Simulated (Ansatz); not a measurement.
# BN(111) slab, H on both faces (250 atoms): geometry optimisation, part 2 of 2

Wanted: the relaxed structure of BN(111) slab, H on both faces (250 atoms) and its electronic structure.

Ansatz 0.2.0; Kohn-Sham DFT, PBE, PAW (set soft_2), plane waves.

The cell: 100 B, 100 N and 50 H. The Brillouin zone is sampled at Γ only, in a cell whose shortest periodic width is 11 Å.

So far. Step 3 (Relaxation): The relaxation changed the energy by -34.4 meV/atom, and atoms moved by 0.042 Å r.m.s., 0.10 Å at most.

## 5. Single point at the relaxed geometry

The electronic structure is read at the final geometry, in a run of its own.

File input.yaml:

```yaml
crystal:
  lattice:
    - [12.78449, 0.0, 0.0]
    - [6.39225, 11.07169, 0.0]
    - [0.0, 0.0, 20.99502]
  atoms:
    - { symbol: B, position: [0.13333, 0.13369, 0.36001] }
    - { symbol: "N", position: [1.0, 0.00036, 0.33463] }
    - { symbol: B, position: [0.06668, 0.06704, 0.45959] }
    - { symbol: "N", position: [0.13333, 0.1337, 0.43239] }
    - { symbol: B, position: [1.0e-05, 0.00037, 0.55895] }
    - { symbol: "N", position: [0.06668, 0.06704, 0.53167] }
    - { symbol: B, position: [0.13225, 0.13261, 0.65849] }
    - { symbol: "N", position: [0.00031, 0.00067, 0.63104] }
    - { symbol: B, position: [0.13333, 0.3337, 0.36001] }
    - { symbol: "N", position: [1.0, 0.20036, 0.33462] }
    - { symbol: B, position: [0.06668, 0.26704, 0.45959] }
    - { symbol: "N", position: [0.13333, 0.3337, 0.43239] }
    - { symbol: B, position: [1.0e-05, 0.20037, 0.55895] }
    - { symbol: "N", position: [0.06668, 0.26704, 0.53167] }
    - { symbol: B, position: [0.13225, 0.33261, 0.65849] }
    - { symbol: "N", position: [0.00031, 0.20067, 0.63104] }
    - { symbol: B, position: [0.13333, 0.53369, 0.36001] }
    - { symbol: "N", position: [1.0, 0.40036, 0.33463] }
    - { symbol: B, position: [0.06668, 0.46704, 0.45959] }
    - { symbol: "N", position: [0.13333, 0.5337, 0.43239] }
    - { symbol: B, position: [1.0e-05, 0.40037, 0.55895] }
    - { symbol: "N", position: [0.06668, 0.46704, 0.53167] }
    - { symbol: B, position: [0.13225, 0.53262, 0.65849] }
    - { symbol: "N", position: [0.00031, 0.40067, 0.63104] }
    - { symbol: B, position: [0.13333, 0.7337, 0.36001] }
    - { symbol: "N", position: [1.0, 0.60036, 0.33463] }
    - { symbol: B, position: [0.06668, 0.66704, 0.45959] }
    - { symbol: "N", position: [0.13333, 0.73369, 0.43239] }
    - { symbol: B, position: [1.0e-05, 0.60037, 0.55895] }
    - { symbol: "N", position: [0.06668, 0.66704, 0.53167] }
    - { symbol: B, position: [0.13226, 0.73262, 0.65849] }
    - { symbol: "N", position: [0.00031, 0.60067, 0.63104] }
    [... 212 atom lines left out ...]
    - { symbol: H, position: [0.8, 0.40036, 0.28536] }
    - { symbol: H, position: [0.93278, 0.53312, 0.71562] }
    - { symbol: H, position: [0.8, 0.60037, 0.28537] }
    - { symbol: H, position: [0.93277, 0.73313, 0.71562] }
    - { symbol: H, position: [0.79999, 0.80037, 0.28537] }
    - { symbol: H, position: [0.93277, 0.93314, 0.71562] }
kpoints:
  mp_grid: { grid: [1, 1, 1] }
hamiltonian:
  xc: pbe
scf:
  occupations: { method: fermi_dirac, width: 0.025 }
output:
  forces: true
  populations: true
  dos:
    method: { smearing: { sigma: 0.08 } }
    de: 0.1
    projected:
      site_lists:
        B: [B]
        H: [H]
        "N": ["N"]
        hydrogen: [200, 201, 202, 203, 204, 205, 206, 207, 208, 209, 210, 211, 212, 213, 214, 215, 216, 217, 218, 219, 220, 221, 222, 223, 224, 225, 226, 227, 228, 229, 230, 231, 232, 233, 234, 235, 236, 237, 238, 239, 240, 241, 242, 243, 244, 245, 246, 247, 248, 249]
  eigenvalues: true
  write_density: true
  write_potential: true
  volumetric_format: npy
```

Run with:

```sh
$ ansatz run input.yaml --threads 4 --pin off --max-ram 8192MiB --backend cpu --events-out ev --progress --plain --runs-dir out
```

Output:

```text
Warning: at least one further symmetry operation maps every atom of the structure, as the run holds it, onto an atom to within 2.04e-5 (fractional), and is not used: no operation is sought that the atoms, as the run holds them, miss by more than 2.00e-5, twice crystal.symmetry.tolerance (1.0e-5). [...]
[...]
Crystal: 250 atoms, lattice volume = 2971.759 Å³
Basis set: ecut = 420 eV, 58079 PW (Γ), exchange–correlation on 180×180×288 points (8 copies of the dense FFT grid, shifted against one another)
Bands: 675, of which v1, the nominal top of the filled ones, is band 425 counted from 1 (424 counted from 0)
Symmetry: 1 space group operations
[...]
k-points: 1
[...]
SCF iter   1: F=—  HF=-55005.710674 eV  |F-HF|=—  |Δ(HF+E_count)|=         —  Δρ=6.98e-3  dr2=4.02e1  ethr=1.77e-3  ⟨swp⟩=8.0  Hψ=3727  notcnv=0  defer=156
[...]
SCF iter  16: F=-54996.937070 eV  HF=-54996.937070 eV  |F-HF|=1.46e-8  |Δ(HF+E_count)|=   4.95e-8  Δρ=5.60e-7  dr2=1.24e-8  ethr=1.18e-11  ⟨swp⟩=41.0  Hψ=9391  notcnv=0
SCF 1 converged in 16 iterations: F = -54996.937070 eV  dr2 = 1.24e-8
[...]
WARN: The output density's exchange-correlation potential varies sharply where the density is thin. Do not read a vacuum level from v_tot or v_xc, or from such a field of the output density. On a cell that repeats whose density bears no net charge and no dipole along the vacuum's axis use v_es (v_loc + v_h of the components); [...]
SCF converged after 16 iterations
Free energy (F): -54996.937070 eV
[...]
Internal energy: -54996.936084 eV  (E = F + TS)
E sigma→0 (E₀):  -54996.936577 eV
Entropy (-TS):   -0.000986 eV (-0.004 meV/atom)
Fermi energy:    2.552673 eV
[...]
--- Forces (eV/Å), atoms counted from 1 ---
  atom   1  B      0.00247127     0.00289660    -0.00159291
  atom   2  N     -0.00150111    -0.00060821    -0.00141166
  atom   3  B     -0.00116211     0.00059434     0.00302294
  atom   4  N      0.00056972    -0.00083002    -0.00030314
  atom   5  B     -0.00078872    -0.00047706    -0.00000652
  atom   6  N      0.00087937     0.00063078    -0.00267532
  atom   7  B      0.00254691     0.00176376     0.00111490
  atom   8  N     -0.00051632     0.00060790     0.00003881
  atom   9  B      0.00033668    -0.00222759    -0.00150757
  atom  10  N     -0.00174711    -0.00129225     0.00300418
  atom  11  B     -0.00097032     0.00062951     0.00229644
  atom  12  N      0.00134327    -0.00110268    -0.00033217
  atom  13  B     -0.00128413    -0.00051162    -0.00020286
  atom  14  N     -0.00003839     0.00058734    -0.00294192
[...]
atom 249  H      0.00019324    -0.00044436    -0.00056406
  atom 250  H     -0.00016906    -0.00036552    -0.00131946
  max |Σ_I F_I| component: 2.92e-4 eV/Å
--- Band table (eV) ---
[...]
--- Löwdin populations: 250 sites ---
  site symbol       q [e]
     0      B      2.6700
     1      N      5.3651
     2      B      2.6885
[...]
249      H      0.9397
  spilling = 0.005932 (of n_electrons = 850.000000)
```

The job ended after 1.9 min (4 threads of Arm Neoverse V2, shared host; peak memory 4.7 GiB).

The program notes that the atoms just miss a symmetry operation and the exchange-correlation potential is rough where the density is thin.

The run gave:

- free energy: -54996.9371 eV
- free energy per atom: -219.9877 eV/atom
- SCF cycles: 16
- r.m.s. force component: 0.00151 eV/Å
- longest force: 0.00918 eV/Å
- Fermi energy: 2.553 eV
- gap (highest filled to lowest empty level): 0.334 eV
- spilling of the projection: 0.005932

Löwdin charges by element and coordination (they lack the spilled electrons, 0.020 e an atom on average):

```
element  coordination  atoms  mean charge (e)  spread   least    most
      B           all    100            0.267  0.0878   0.115    0.33
      H           all     50            0.159  0.0989  0.0602   0.258
      N           all    100           -0.296  0.0429  -0.365  -0.247
```

By region:

```csv
region,atoms,mean length of the force (eV/Å)
slab,200,0.002
hydrogen,50,0.002
```

States in the cell by windows of 1 eV, zero at the Fermi level; the larger projections on atomic orbitals stand beside the total:

```csv
from (eV),to (eV),total,N p,B p,H s,hydrogen,B s
-10,-9,39.4,23.9,7.7,1.9,1.9,4.0
-9,-8,60.0,37.7,12.1,1.4,1.4,6.4
-8,-7,63.8,41.7,15.6,1.2,1.2,3.7
-7,-6,80.5,51.8,16.3,2.2,2.2,7.0
-6,-5,61.8,40.7,17.3,0.7,0.7,2.3
-5,-4,82.5,54.7,19.3,2.5,2.5,3.6
-4,-3,35.8,25.2,9.7,0.2,0.2,0.5
-3,-2,38.1,27.2,7.8,0.8,0.8,1.3
-2,-1,13.9,10.7,3.0,0.1,0.1,0.0
-1,0,65.4,21.2,21.6,18.4,18.4,2.4
0,1,14.0,3.4,0.8,4.6,4.6,0.0
1,2,0.0,0.0,0.0,0.0,0.0,0.0
2,3,24.0,1.5,4.5,6.2,6.2,0.3
3,4,14.0,1.4,3.1,2.7,2.7,0.3
4,5,24.4,1.8,5.6,1.1,1.1,0.5
```

The curve was stored every 0.10 eV, coarse against its broadening of 0.08 eV, so these counts are rough.

Between -23 and -10 eV lie 309 more states.

The levels nearest the highest filled one (over half full), pooled over k-points and spins:

| level less the highest filled one (eV) | occupation |
| --- | --- |
| -0.571 | 2 |
| -0.571 | 2 |
| -0.571 | 2 |
| -0.570 | 2 |
| -0.0855 | 2 |
| 0 | 2.00 |
| 0.334 | 0.003 |
| 0.718 | 0 |
| 0.718 | 0 |
| 0.718 | 0 |
| 0.718 | 0 |
| 0.718 | 0 |

Planar average of the electrostatic potential energy along the normal, with the Fermi level as zero, after a running mean with a triangular window 4 Å wide at its base:

```csv
height (Å),potential energy (eV)
0.0,4.73
0.6,4.39
1.2,4.05
1.7,3.70
2.3,3.34
2.9,2.93
3.6,2.27
4.2,1.41
4.8,0.10
5.4,-2.29
6.0,-5.84
6.6,-9.24
7.1,-11.69
7.7,-12.42
8.3,-12.11
8.9,-11.67
9.5,-11.21
10.1,-10.77
10.8,-10.24
11.4,-9.82
12.0,-9.37
12.5,-8.87
13.1,-8.17
13.7,-6.48
14.3,-3.25
14.9,0.62
15.5,4.14
16.0,6.13
16.6,6.75
17.2,6.82
17.9,6.49
18.5,6.16
19.1,5.82
19.7,5.49
20.3,5.15
20.8,4.81
```

Valence density in the ca plane at fractional y = 0.000, with atoms of N and B and H within 0.2 Å of it. It is the smooth field of the valence electrons, not physical close to the nuclei.

Ten even steps from '0' (0.0 e/Å³) to '9' (3.9 e/Å³), each cell a mean:
```
0001246520000000001111246410000000000000000000
0000011110012210012110011110000000000000000000
0000001110012210012110011110000000000000000000
0001235410001000001111245410000000000000000000
0013579720000000001112489610000000000000000000
0001235410000100011111245310000000000000000000
0000001110112210012110001100000000000000000000
0000011210012210012110012110000000000000000000
0001247520000000001111357510000000000000000000
0003479720000000001112479610000000000000000000
0000124310001100011111134310000000000000000000
0000001110123310112100001100000000000000000000
0000012210012210011110012210000000000000000000
0002368620000000001112378610000000000000000000
0002469720000000001112478610000000000000000000
0000013210011110011110122210000000000000000000
0000001110113310112100001100000000000000000000
0000123310011100011111123210000000000000000000
0003469720000000001112479610000000000000000000
0002358620000000001112367510000000000000000000
0000012210012210012110012110000000000000000000
0000001110113210112100001100000000000000000000
0000134410001100011111134310000000000000000000
0003479720000000001112489610000000000000000000
```
Columns run along c (16.0 Å, from fractional 0.24 to 1.00 of the cell), rows up along a (12.8 Å). Atoms in or near the plane, at fractional coordinates: N at (0.33, 0.00), B at (0.56, 0.00), N at (0.63, 0.00), N at (0.33, 0.20), B at (0.56, 0.20), N at (0.63, 0.20), N at (0.33, 0.40), B at (0.56, 0.40), N at (0.63, 0.40), N at (0.33, 0.60), B at (0.56, 0.60), N at (0.63, 0.60), N at (0.33, 0.80), B at (0.56, 0.80) and more.

Electrostatic potential energy in the ca plane at fractional y = 0.000, with atoms of N and B and H within 0.2 Å of it. With pseudopotentials it is smooth inside the atoms' cores, unlike the true potential.

Ten even steps from '0' (-53 eV) to '9' (9 eV), each cell a mean:
```
999999999999999886742378888888886336742589999
999999999999999888887778887778888888988889999
999999999999999888887778887778887889998889999
999999999999999886753478888888887447853689999
999999999999998861300068898989884004600189999
999999999999999887753478888888887447854689999
999999999999999888888778887778887889998889999
999999999999999888887778887778888788988889999
999999999999999875642378888888886226732489999
999999999999998862410168898989884004610289999
999999999999999887764678888888887557865789999
999999999999999988888777887778887889998789999
999999999999999888887778888788888778987889999
999999999999999873520268898889885115720389999
999999999999998872410168898889884004610289999
999999999999999888876678888888888778887889999
999999999999999988888777887778887889998789999
999999999999999888875678888888888668876789999
999999999999998862410168898889884004610289999
999999999999999874521278898889885115721489999
999999999999999888887778887778888778988889999
999999999999999988888777887778887889998889999
999999999999999887764578888888887557864689999
999999999999998861310068898989884004600189999
```
Columns run along c (16.0 Å, from fractional 0.00 to 0.76 of the cell; values clipped at the 3rd and 97th percentile), rows up along a (12.8 Å). Atoms in or near the plane, at fractional coordinates: N at (0.33, 0.00), B at (0.56, 0.00), N at (0.63, 0.00), N at (0.33, 0.20), B at (0.56, 0.20), N at (0.63, 0.20), N at (0.33, 0.40), B at (0.56, 0.40), N at (0.63, 0.40), N at (0.33, 0.60), B at (0.56, 0.60), N at (0.63, 0.60), N at (0.33, 0.80), B at (0.56, 0.80) and more.

Mean Löwdin charges: B +0.27, H +0.16, N -0.30 e (they miss 0.59 % of the electrons, so they add up to more than the cell's charge). Charges this small depend on the projection, at times even in sign. Within 0.4 eV of the Fermi level the largest share is N p (73 % of the projected weight). The potential slopes across the vacuum by 0.58 eV/Å: the slab bears a dipole, and with periodic images along the normal there is no flat vacuum level to read.

The surroundings of B7, whose charge lies farthest from its element's mean, nearest first, numbered as they follow in the input and with coordinates relative to it.

```csv
atom,x,y,z,distance (Å),bonds,Löwdin charge (e)
B7,0.00,0.00,0.00,0.00,4,0.12
H202,0.01,0.01,1.20,1.20,1,0.06
N48,0.03,-1.46,-0.58,1.57,4,-0.25
N16,-1.25,0.75,-0.58,1.57,4,-0.25
N56,1.31,0.75,-0.58,1.61,4,-0.25
B45,0.02,-1.46,-2.09,2.55,4,0.31
B13,-1.26,0.75,-2.09,2.55,4,0.31
B39,-1.28,-2.21,0.00,2.56,4,0.12
B167,-2.56,0.00,0.00,2.56,4,0.12
B175,-1.28,2.21,0.00,2.56,4,0.12
B79,1.28,-2.21,0.00,2.56,4,0.12
B15,1.28,2.21,0.00,2.56,4,0.12
B47,2.56,0.00,0.00,2.56,4,0.12
B53,1.30,0.75,-2.09,2.57,4,0.31
```

## 6. Outcome

- energy change in the relaxation: -34.39 meV/atom
- r.m.s. displacement: 0.042 Å
- largest displacement: 0.102 Å
- free energy per atom: -219.9877 eV/atom
- r.m.s. force component: 0.00151 eV/Å
- gap (highest filled to lowest empty level): 0.334 eV
- wall time of the 3 DFT runs: 11 min

What this shows: Relaxation lowers the energy by 34.4 meV/atom and moves atoms by 0.042 Å r.m.s.; the r.m.s. force component goes from 1.1 to 0.0015 eV/Å. By the final cutoffs no bond was broken or made. The r.m.s. move is of the size of the random displacements put into the start (0.035 Å r.m.s. in three dimensions). First to last step the energy falls by 8.597 eV; the largest move, 0.10 Å, is that of N96. Judged within 0.08 Å, the space group went from P1 to P3m1. The N-H bonds change most in mean length: from 1.019 Å (spread 0.028) to 1.034 Å (spread 0.000). Counting bonds as in the table, all B atoms have 4, all H atoms have 1 and all N atoms have 4 bonded neighbours. Filled and empty levels are parted by 0.334 eV at Γ alone; the mesh holds the band edges only if they fold onto it, so the gap at this level can be narrower or closed, and states at the surface or the caps may set it.

What to keep in mind: The slab bears a dipole and has periodic images along its normal, so a spurious field crosses the vacuum.

[Long decimals in the printed logs are rounded to 6 places.]

[Logs are printed without paths, hosts, clocks, repeated set-up lines and the standing remarks that a program may print on its own settings, such as how far it seeks lower states.]

[Hosts, paths, dates, database ids (printed as entryN), source tags and the programs' standing remarks are cut or masked in the printed files.]

[A walk said to have stopped at its limit may instead have ended on an SCF cycle that didn't converge.]
